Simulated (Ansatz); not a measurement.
**linear In chain: one chain at several levels of theory**

Wanted: the relaxed geometry and the open channels of the linear In chain, by several methods.

Program: Ansatz 0.2.0. Level of theory: DFT PBE, plane waves, PAW; relaxation of a chain's period, in the first sound run; inputs show where later runs differ. Results are calculated unless marked as measured.

## 1. Set-up

The cell holds 1 atom: 1 In. Its edges and angles: a = 7.500 Å, b = 7.500 Å, c = 2.641 Å, α = 90.0°, β = 90.0°, γ = 90.0°. Vacuum lies along a and b. The structure's axis is c.

## 2. The relaxed wire, level PBE, cutoff 420 eV

Band widths follow the bond lengths, so the chain is relaxed first. The atoms and the third cell vector are free; the box across stays fixed as vacuum. Moments are seeded so that a magnetic state can form if it lies lower. A Fermi-Dirac smearing is set since the result may be a metal. The pressure printed is a third of the stress's trace over the whole box, vacuum included; only the stress along the axis is relaxed.

Input file input.yaml:

```yaml
crystal:
  lattice:
    - [7.5, 0.0, 0.0]
    - [0.0, 7.5, 0.0]
    - [0.0, 0.0, 2.6412]
  atoms:
    - { symbol: In, position: [0.5, 0.5, 0.0], spin: 0.5 }
magnetization:
  spin_polarized: true
kpoints:
  mp_grid: { grid: [1, 1, 31] }
scf:
  occupations: { method: fermi_dirac, width: 0.05 }
hamiltonian:
  xc: pbe
relax:
  cell: { fix: [a, b, alpha, beta, gamma] }
  max_steps: 60
```

Started as:

```sh
> ansatz run input.yaml --threads 4 --pin off --max-ram 8192MiB --backend cpu --events-out ev --progress --plain --runs-dir out
```

Numbers of over 12 decimals in the logs are rounded to 6 here.

Output:

```text
Engine: ansatz 0.2.0, aarch64-unknown-linux-gnu
Pseudopotentials: kind: paw
Pseudopotential: In, paw, valence charge 13, recommended cutoff 420 eV (normal), In.paw.azcp
Functional definition: PBE
  parameter kappa = 0.804
  parameter beta = 0.066725
  exchange = pbe_x(kappa = kappa, mu = beta*pi^2/3)
  correlation = pbe_c(beta = beta)
Crystal: 1 atoms, lattice volume = 148.567 Å³
Basis set: ecut = 420 eV, 2929 PW (Γ), exchange–correlation on 108×108×36 points (8 copies of the dense FFT grid, shifted against one another)
Bands: 11, of which v1, the nominal top of the filled ones, is band 7 counted from 1 (6 counted from 0)
Symmetry: 16 space group operations
Space group: P4/mmm (ITA 123), of the structure as read, at distance tolerance 5.3e-5 Å
Magnetic group: BNS 123.339 (UNI 999), of the structure as read, at distance tolerance 5.3e-5 Å
k-points: 16 of 31
Non-local potential: In, projectors of the file, l = 0: 2, l = 1: 2, l = 2: 2, l = 3: 2
PAW form: soft (Blöchl's): semilocal exchange-correlation on the pseudo side does not see the compensation charge
PAW one-centre angular grid: In, 590 points (default); XC on 64 Gauss nodes
Initial density: superposition of atomic densities (neutral atoms: chi_scale 0, normalization atom)
Starting moments: Σ|m| = 0.5 μB on 1 of 1 site
Initial wavefunctions: pseudopotential atomic-orbital guess
Functional: x = pbe(κ = 0.804, μ = 0.219515), c = pbe(β = 0.066725)
iter 1 solved again at ethr=1.43e-3 eV; its pass at ethr=3.10e-3 eV (dr2=1.86e-1 eV) is discarded
SCF iter   1: F=—  HF=-5596.550849 eV  |F-HF|=—  |Δ(HF+E_count)|=         —  Δρ=1.19e-2 (↑1.19e-2 ↓1.04e-2)  dr2=1.89e-1  dr2_m=1.41e-1  M=0.083 μB ∫|m|=0.083 μB  β_m=0.30  ethr=1.43e-3  ⟨swp⟩=1.0  Hψ=2921  notcnv=0
preconditioner: auto → LDOS  [metal: Δε(μ)=0.072 eV  Ē_g=16.227 eV  σ=0.050 eV  W_gap=0.33  n_scr=12 (ndim 8)  ℏωp=11.0 eV  f_vac=0.601  D(μ)=1.51/eV (n_scr^D=8)]
spin=Collinear: LDOS preconditioning applied to the charge; magnetization (m = ρ↑ − ρ↓) channel mixes plain (no charge-response kernel on spin).
SCF iter   2: F=—  HF=-5596.533654 eV  |F-HF|=—  |Δ(HF+E_count)|=   1.72e-2  Δρ=7.96e-3 (↑7.96e-3 ↓7.76e-3)  dr2=9.62e-2  dr2_m=7.08e-2  M=0.070 μB ∫|m|=0.070 μB  β_m=0.30  ethr=1.43e-3  ⟨swp⟩=1.9  Hψ=430  notcnv=0
SCF iter   3: F=—  HF=-5596.512894 eV  |F-HF|=—  |Δ(HF+E_count)|=   2.08e-2  Δρ=5.91e-3 (↑4.49e-3 ↓5.91e-3)  dr2=1.06e-2  dr2_m=3.56e-2  M=0.060 μB ∫|m|=0.060 μB  β_m=0.30  ethr=7.40e-4  ⟨swp⟩=2.7  Hψ=712  notcnv=0
SCF iter   4: F=—  HF=-5596.518911 eV  |F-HF|=—  |Δ(HF+E_count)|=   6.02e-3  Δρ=3.93e-3 (↑3.93e-3 ↓3.39e-3)  dr2=2.87e-3  dr2_m=1.79e-2  M=0.052 μB ∫|m|=0.052 μB  β_m=0.30  ethr=8.12e-5  ⟨swp⟩=2.0  Hψ=705  notcnv=0
SCF iter   5: F=—  HF=-5596.520763 eV  |F-HF|=—  |Δ(HF+E_count)|=   1.85e-3  Δρ=2.71e-3 (↑2.71e-3 ↓2.48e-3)  dr2=9.77e-4  dr2_m=9.04e-3  M=0.045 μB ∫|m|=0.045 μB  β_m=0.30  ethr=2.21e-5  ⟨swp⟩=2.9  Hψ=591  notcnv=0
SCF iter   6: F=—  HF=-5596.522011 eV  |F-HF|=—  |Δ(HF+E_count)|=   1.25e-3  Δρ=1.84e-3 (↑1.84e-3 ↓1.83e-3)  dr2=5.06e-5  dr2_m=4.56e-3  M=0.039 μB ∫|m|=0.039 μB  β_m=0.30  ethr=7.52e-6  ⟨swp⟩=2.4  Hψ=599  notcnv=0
SCF iter   7: F=—  HF=-5596.522606 eV  |F-HF|=—  |Δ(HF+E_count)|=   5.95e-4  Δρ=1.30e-3 (↑1.30e-3 ↓1.30e-3)  dr2=1.87e-5  dr2_m=2.30e-3  M=0.034 μB ∫|m|=0.035 μB  β_m=0.30  ethr=3.89e-7  ⟨swp⟩=1.7  Hψ=421  notcnv=0
Mixer restart at iter 7: flushing history
spin-set hold released at iteration 7 (site moments contracting): the magnetisation degrees of freedom join the quasi-Newton model from the next iteration; the mixer history was flushed
SCF iter   8: F=—  HF=-5596.522915 eV  |F-HF|=—  |Δ(HF+E_count)|=   3.09e-4  Δρ=9.28e-4 (↑9.28e-4 ↓9.26e-4)  dr2=1.11e-5  dr2_m=1.17e-3  M=0.030 μB ∫|m|=0.030 μB  β_m=0.65  ethr=1.44e-7  ⟨swp⟩=1.3  Hψ=372  notcnv=0
SCF iter   9: F=—  HF=-5596.523336 eV  |F-HF|=—  |Δ(HF+E_count)|=   4.20e-4  Δρ=6.13e-5 (↑5.54e-5 ↓6.13e-5)  dr2=5.36e-7  dr2_m=4.58e-6  M=0.015 μB ∫|m|=0.016 μB  β_m=0.82  ethr=8.54e-8  ⟨swp⟩=2.5  Hψ=676  notcnv=0
SCF iter  10: F=—  HF=-5596.523368 eV  |F-HF|=—  |Δ(HF+E_count)|=   3.24e-5  Δρ=4.13e-5 (↑3.81e-5 ↓4.13e-5)  dr2=1.28e-7  dr2_m=2.14e-6  M=0.010 μB ∫|m|=0.011 μB  β_m=0.91  ethr=4.13e-9  ⟨swp⟩=2.6  Hψ=598  notcnv=0
SCF iter  11: F=—  HF=-5596.523395 eV  |F-HF|=—  |Δ(HF+E_count)|=   2.68e-5  Δρ=5.14e-6 (↑5.14e-6 ↓4.12e-6)  dr2=4.36e-8  dr2_m=1.63e-8  M=0.001 μB ∫|m|=0.001 μB  β_m=0.96  ethr=7.69e-10  ⟨swp⟩=5.8  Hψ=1253  notcnv=0
SCF iter  12: F=—  HF=-5596.523395 eV  |F-HF|=—  |Δ(HF+E_count)|=   2.28e-7  Δρ=2.53e-6 (↑2.53e-6 ↓2.48e-6)  dr2=3.10e-8  dr2_m=9.19e-10  M=0.000 μB ∫|m|=0.000 μB  β_m=0.82  ethr=3.35e-10  ⟨swp⟩=4.0  Hψ=1042  notcnv=0
SCF iter  13: F=—  HF=-5596.523395 eV  |F-HF|=—  |Δ(HF+E_count)|=  2.43e-10  Δρ=5.69e-7 (↑5.69e-7 ↓3.07e-7)  dr2=1.51e-9  dr2_m=1.30e-10  M=0.000 μB ∫|m|=0.000 μB  β_m=0.91  ethr=2.38e-10  ⟨swp⟩=3.8  Hψ=941  notcnv=0
SCF iter  14: F=-5596.523395 eV  HF=-5596.523395 eV  |F-HF|=2.46e-11  |Δ(HF+E_count)|=   2.28e-9  Δρ=8.34e-8 (↑8.34e-8 ↓6.35e-8)  dr2=7.84e-11  dr2_m=1.45e-12  M=0.000 μB ∫|m|=0.000 μB  ethr=1.16e-11  ⟨swp⟩=3.0  Hψ=813  notcnv=0
WARN: the starting moments were not kept: the SCF closed with an absolute magnetisation of 4.6e-6 μB, where they sum to 0.5 μB in size (1 site). That is at most 0.1 of that sum. Measured as dr2_m measures the in/out step, that magnetisation stands 1.1e-12 eV from none, at or under the dr2_threshold of 1.0e-7 eV: it is no larger than a step whose dr2_m would equal this threshold. The system may hold no moment; this SC [...]
SCF 1 converged in 14 iterations: F = -5596.523395 eV  dr2 = 7.84e-11
  greatest PAW one-centre occupation: 0.982 electrons in one spin orbital (limit 2), on the In atom at site 0 (counted from 0), in its partial waves of l = 2
relax step   1: F+E_penalty+E_count = -5596.52339507 eV  Δ(F+E_penalty+E_count) = +0.000e0 eV  max|allowed force component| = 0.000e0 eV/Å  Δτ_max = 0.0000 Å  P = +0.879 GPa  Ω = 148.567 Å³  fix = [a, b, alpha, beta, gamma]  reactions: a +0.205, b +0.205 GPa  (14 SCF iters, dr2 threshold 1.00e-7 eV, accepted)
Crystal: 1 atoms, lattice volume = 154.362 Å³
Basis set: ecut = 420 eV, 3073 PW (Γ), exchange–correlation on 108×108×36 points (8 copies of the dense FFT grid, shifted against one another)
Initial density: handed on by an earlier stage of this run
Starting moments: Σ|m| = 0.5 μB on 1 of 1 site; this step starts from the density that it was given
Initial wavefunctions: those handed on with the density
[...]
SCF iter   9: F=-5596.611584 eV  HF=-5596.611584 eV  |F-HF|=9.50e-10  |Δ(HF+E_count)|=   2.48e-9  Δρ=3.61e-7 (↑3.61e-7 ↓3.58e-7)  dr2=3.46e-13  dr2_m=1.90e-10  M=-0.004 μB ∫|m|=0.004 μB  β_m=0.99  ethr=1.00e-12  ⟨swp⟩=1.0  Hψ=1050  notcnv=0
iter 10 did not close the SCF: its close was put off for a magnetic moment that had not settled (scf_convergence_deferred on its scf_iter line)
SCF iter  10: F=-5596.611584 eV  HF=-5596.611584 eV  |F-HF|=8.87e-10  |Δ(HF+E_count)|=   4.55e-9  Δρ=3.48e-7 (↑3.48e-7 ↓3.48e-7)  dr2=4.36e-13  dr2_m=1.78e-10  M=-0.004 μB ∫|m|=0.004 μB  β_m=1.00  ethr=1.00e-12  ⟨swp⟩=1.0  Hψ=1087  notcnv=0
SCF iter  11: F=-5596.611584 eV  HF=-5596.611584 eV  |F-HF|=6.64e-11  |Δ(HF+E_count)|=   5.92e-8  Δρ=9.56e-8 (↑9.56e-8 ↓8.40e-8)  dr2=8.37e-12  dr2_m=9.81e-12  M=-0.001 μB ∫|m|=0.001 μB  ethr=1.00e-12  ⟨swp⟩=1.0  Hψ=1334  notcnv=0
the starting moments were not kept: the SCF closed with an absolute magnetisation of 1.0e-3 μB, where they sum to 0.5 μB in size (1 site). That is at most 0.1 of that sum. Measured as dr2_m measures the in/out step, that magnetisation stands 4.7e-8 eV from none, at or under the dr2_threshold of 1.0e-7 eV: it is no larger than a step whose dr2_m would equal this threshold.
SCF 3 converged in 11 iterations: F = -5596.611584 eV  dr2 = 8.37e-12
relax step   3: F+E_penalty+E_count = -5596.61158437 eV  Δ(F+E_penalty+E_count) = -3.801e-2 eV  max|allowed force component| = 0.000e0 eV/Å  Δτ_max = 0.0000 Å  P = +0.231 GPa  Ω = 160.757 Å³  energy of the carried Pulay correction = -7.615e-4 eV  fix = [a, b, alpha, beta, gamma]  reactions: a +0.169, b +0.169 GPa  (11 SCF iters, dr2 threshold 1.00e-7 eV, accepted)
[...]
relax step   4: F+E_penalty+E_count = -5596.61289766 eV  Δ(F+E_penalty+E_count) = -1.313e-3 eV  max|allowed force component| = 0.000e0 eV/Å  Δτ_max = 0.0000 Å  P = +0.059 GPa  Ω = 163.556 Å³  energy of the carried Pulay correction = -9.270e-4 eV  fix = [a, b, alpha, beta, gamma]  reactions: a +0.168, b +0.168 GPa  (11 SCF iters, dr2 threshold 1.00e-7 eV, accepted)
[...]
relax step   5: F+E_penalty+E_count = -5596.61343924 eV  Δ(F+E_penalty+E_count) = -5.416e-4 eV  max|allowed force component| = 0.000e0 eV/Å  Δτ_max = 0.0000 Å  P = +0.106 GPa  Ω = 162.690 Å³  energy of the carried Pulay correction = -8.762e-4 eV  fix = [a, b, alpha, beta, gamma]  reactions: a +0.168, b +0.168 GPa  (6 SCF iters, dr2 threshold 6.35e-8 eV, accepted)
Basis set: ecut = 420 eV, 3185 PW (Γ), exchange–correlation on 108×108×40 points (8 copies of the dense FFT grid, shifted against one another)
Initial wavefunctions: pseudopotential atomic-orbital guess (no wavefunctions were taken with the density)
iter 1 solved again at ethr=3.87e-7 eV; its pass at ethr=3.10e-3 eV (dr2=5.03e-5 eV) is discarded
SCF iter   1: F=—  HF=-5596.613848 eV  |F-HF|=—  |Δ(HF+E_count)|=         —  Δρ=2.45e-5 (↑2.45e-5 ↓2.45e-5)  dr2=7.29e-7  dr2_m=2.80e-12  M=0.000 μB ∫|m|=0.000 μB  β_m=0.30  ethr=3.87e-7  ⟨swp⟩=2.8  Hψ=3196  notcnv=0
preconditioner: auto → LDOS  [metal: Δε(μ)=0.107 eV  Ē_g=15.656 eV  σ=0.050 eV  W_gap=0.41  n_scr=12 (ndim 8)  ℏωp=10.5 eV  f_vac=0.627  D(μ)=2.26/eV (n_scr^D=8)]
spin=Collinear: LDOS preconditioning applied to the charge; magnetization (m = ρ↑ − ρ↓) channel mixes plain (no charge-response kernel on spin).
SCF iter   2: F=—  HF=-5596.613848 eV  |F-HF|=—  |Δ(HF+E_count)|=   1.02e-7  Δρ=1.58e-5 (↑1.58e-5 ↓1.58e-5)  dr2=2.64e-7  dr2_m=2.15e-12  M=0.000 μB ∫|m|=0.000 μB  β_m=0.50  ethr=5.61e-9  ⟨swp⟩=2.1  Hψ=558  notcnv=0
SCF iter   3: F=—  HF=-5596.613857 eV  |F-HF|=—  |Δ(HF+E_count)|=   8.61e-6  Δρ=3.55e-6 (↑3.54e-6 ↓3.55e-6)  dr2=1.23e-8  dr2_m=1.38e-12  M=0.000 μB ∫|m|=0.000 μB  β_m=0.59  ethr=2.03e-9  ⟨swp⟩=2.1  Hψ=574  notcnv=0
SCF iter   4: F=—  HF=-5596.613857 eV  |F-HF|=—  |Δ(HF+E_count)|=   2.10e-7  Δρ=3.32e-7 (↑3.31e-7 ↓3.32e-7)  dr2=2.34e-10  dr2_m=1.30e-12  M=0.000 μB ∫|m|=0.000 μB  β_m=0.77  ethr=9.44e-11  ⟨swp⟩=2.0  Hψ=570  notcnv=0
SCF iter   5: F=—  HF=-5596.613859 eV  |F-HF|=—  |Δ(HF+E_count)|=   2.40e-6  Δρ=7.55e-8 (↑7.55e-8 ↓6.02e-8)  dr2=8.55e-11  dr2_m=1.27e-12  M=0.000 μB ∫|m|=0.000 μB  β_m=0.89  ethr=1.80e-12  ⟨swp⟩=3.4  Hψ=656  notcnv=0
SCF iter   6: F=—  HF=-5596.613859 eV  |F-HF|=—  |Δ(HF+E_count)|=  8.95e-10  Δρ=5.03e-8 (↑5.03e-8 ↓2.91e-8)  dr2=3.44e-11  dr2_m=1.28e-12  M=0.000 μB ∫|m|=0.000 μB  β_m=0.94  ethr=1.00e-12  ⟨swp⟩=2.0  Hψ=412  notcnv=0
SCF iter   7: F=-5596.613859 eV  HF=-5596.613859 eV  |F-HF|=6.37e-12  |Δ(HF+E_count)|=  1.70e-10  Δρ=3.57e-8 (↑3.57e-8 ↓2.67e-8)  dr2=3.44e-12  dr2_m=1.33e-12  M=0.000 μB ∫|m|=0.000 μB  ethr=1.00e-12  ⟨swp⟩=3.5  Hψ=1333  notcnv=0
the starting moments were not kept: the SCF closed with an absolute magnetisation of 4.8e-4 μB, where they sum to 0.5 μB in size (1 site). That is at most 0.1 of that sum.
SCF 6 converged in 7 iterations: F = -5596.613859 eV  dr2 = 3.44e-12
relax step   6: F+E_penalty+E_count = -5596.61385917 eV  Δ(F+E_penalty+E_count) = -4.199e-4 eV  max|allowed force component| = 0.000e0 eV/Å  Δτ_max = 0.0000 Å  P = +0.104 GPa  Ω = 162.690 Å³  fix = [a, b, alpha, beta, gamma]  reactions: a +0.167, b +0.167 GPa  stress off target by 2.34e-2 GPa on what of the cell is left free  SCF on the basis re-selected at this cell (its energy is not comparable with the rows above)  (7 SCF iters)
basis re-selected at this cell: Δ(F+E_penalty+E_count) = -4.199e-4 eV, ΔP = -0.003 GPa vs the last step (what re-selecting the basis moved, of the pressure what is left beyond the Pulay correction that the steps carried, after the strain that the cell walked since its last selection, with what the two solves' SCF thresholds leave and, on support functions, any second-order correction that the steps lacked; it is no measure of the basis error at this ecutwfc). The dense FFT grid was sized anew with the basis: this SCF ran on 54×54×20 points, the steps before it on 54×54×18, so part of this shift can come from that change (see relax.cell in the input reference). [rest of the remark cut]
SCF converged after 7 iterations
Magnetization: 0.0005 μB (6.5002 up, 6.4998 down)
Absolute magnetization: 0.0005 μB (∫|ρ↑−ρ↓|, with the PAW one-centre terms)
Spin contamination: 0.0000 ħ² per cell (⟨S²⟩ above its minimum at these occupations)
Per-site moments (μB) at R_I (Å): [(0.000100827, 1.193062)]
Free energy (F): -5596.613859 eV
Harris-Foulkes:  -5596.613859 eV  (|F-HF|=6.37e-12)
Internal energy: -5596.595182 eV  (E = F + TS)
E sigma→0 (E₀):  -5596.604521 eV
Entropy (-TS):   -0.018677 eV (-18.677 meV/atom)
Fermi energy:    -1.149512 eV
--- Per-component energies (eV) ---
  E_band       = -173.940003
  E_kinetic    = 239.867277
  E_local      = -2491.471922  (includes V_loc(G=0)·N_el)
  E_nonlocal   = 365.517715
  E_hartree    = 1053.626966
  E_xc         = -214.760056
  E_vxc        = -98.067689  (∫ρ·V_xc dr)
  E_paw        = -4150.887999  (= ΣΔE_a)
  E_vpaw       = -297.039237  (= ΣTr[D̂ρ^β])
  E_aug_tail   = 0.000026  (compensation charges beyond the density's cutoff)
  E_ewald      = -398.487189
  E_smearing   = -0.018677  (= −TS)
  E_closure    = 0.000000  (closes the sum)
  Σ components = -5596.613859   (vs F -5596.613859, Δ=0.00e0)
--- Forces (eV/Å), atoms counted from 1 ---
  atom   1  In     0.00000000     0.00000000     0.00000000
  max |Σ_I F_I| component: 0.00e0 eV/Å
--- Stress (GPa, compression-positive) ---
        0.166979       0.000000       0.000000
        0.000000       0.166979       0.000000
        0.000000       0.000000      -0.023358
  P = ⅓ Tr σ = 0.1035 GPa (1.035 kbar)
--- Relaxed structure (5 steps of the walk, 5 accepted, 1 SCFs on fresh bases) ---
  F+E_penalty+E_count = -5596.61385917 eV   max|allowed force component| = 0.000e0 eV/Å   (the final SCF, on the basis selected at the relaxed cell)
  cell:  # Å, volume = 162.6903 Å³
    - [7.5, 0.0, 0.0]
    - [0.0, 7.5, 0.0]
    - [0.0, 0.0, 2.892272]
  atoms:
    - { symbol: In, position: [0.5, 0.5, 0.0] }
```

The job ended after 17 s (4 threads of Arm Neoverse V2, shared host; peak memory 0.39 GiB; 32 s of CPU time).

Step by step:

| step | energy less that of the first step (eV) | largest force component (eV/Å) | pressure (GPa) | volume (Å³) |
| --- | --- | --- | --- | --- |
| 1 | 0.0000 | 0.0000 | 0.88 | 148.57 |
| 2 | -0.0502 | 0.0000 | 0.51 | 154.36 |
| 3 | -0.0882 | 0.0000 | 0.23 | 160.76 |
| 4 | -0.0895 | 0.0000 | 0.06 | 163.56 |
| 5 | -0.0900 | 0.0000 | 0.11 | 162.69 |
| 6* | -0.0905 | 0.0000 | 0.10 | 162.69 |

Relaxation steps marked * repeat the geometry before them on a plane-wave basis chosen anew for their cell, so energy and pressure can jump there.

| cell as run | before | after | change |
| --- | --- | --- | --- |
| c (Å) | 2.641 | 2.892 | +9.5 % |

The relaxed structure:

```xyz
1
Lattice="7.5000 0.0000 0.0000 0.0000 7.5000 0.0000 0.0000 0.0000 2.8923" Properties=species:S:1:pos:R:3
In    3.7500    3.7500    0.0000
```

This step gave:

```yaml
energy_at_zero_smearing: -5596.6045 eV
cell_length_along_the_wire: 2.892 Å
```

The cell's length comes to 2.892 Å with no moment.

[end of part 1 of 4]

[Logs are printed without paths, hosts, clocks, repeated set-up lines and the standing remarks that a program may print on its own settings, such as how far it seeks lower states.]

[Hosts, paths, dates, database ids (printed as entryN), source tags and the programs' standing remarks are cut or masked in the printed files.]
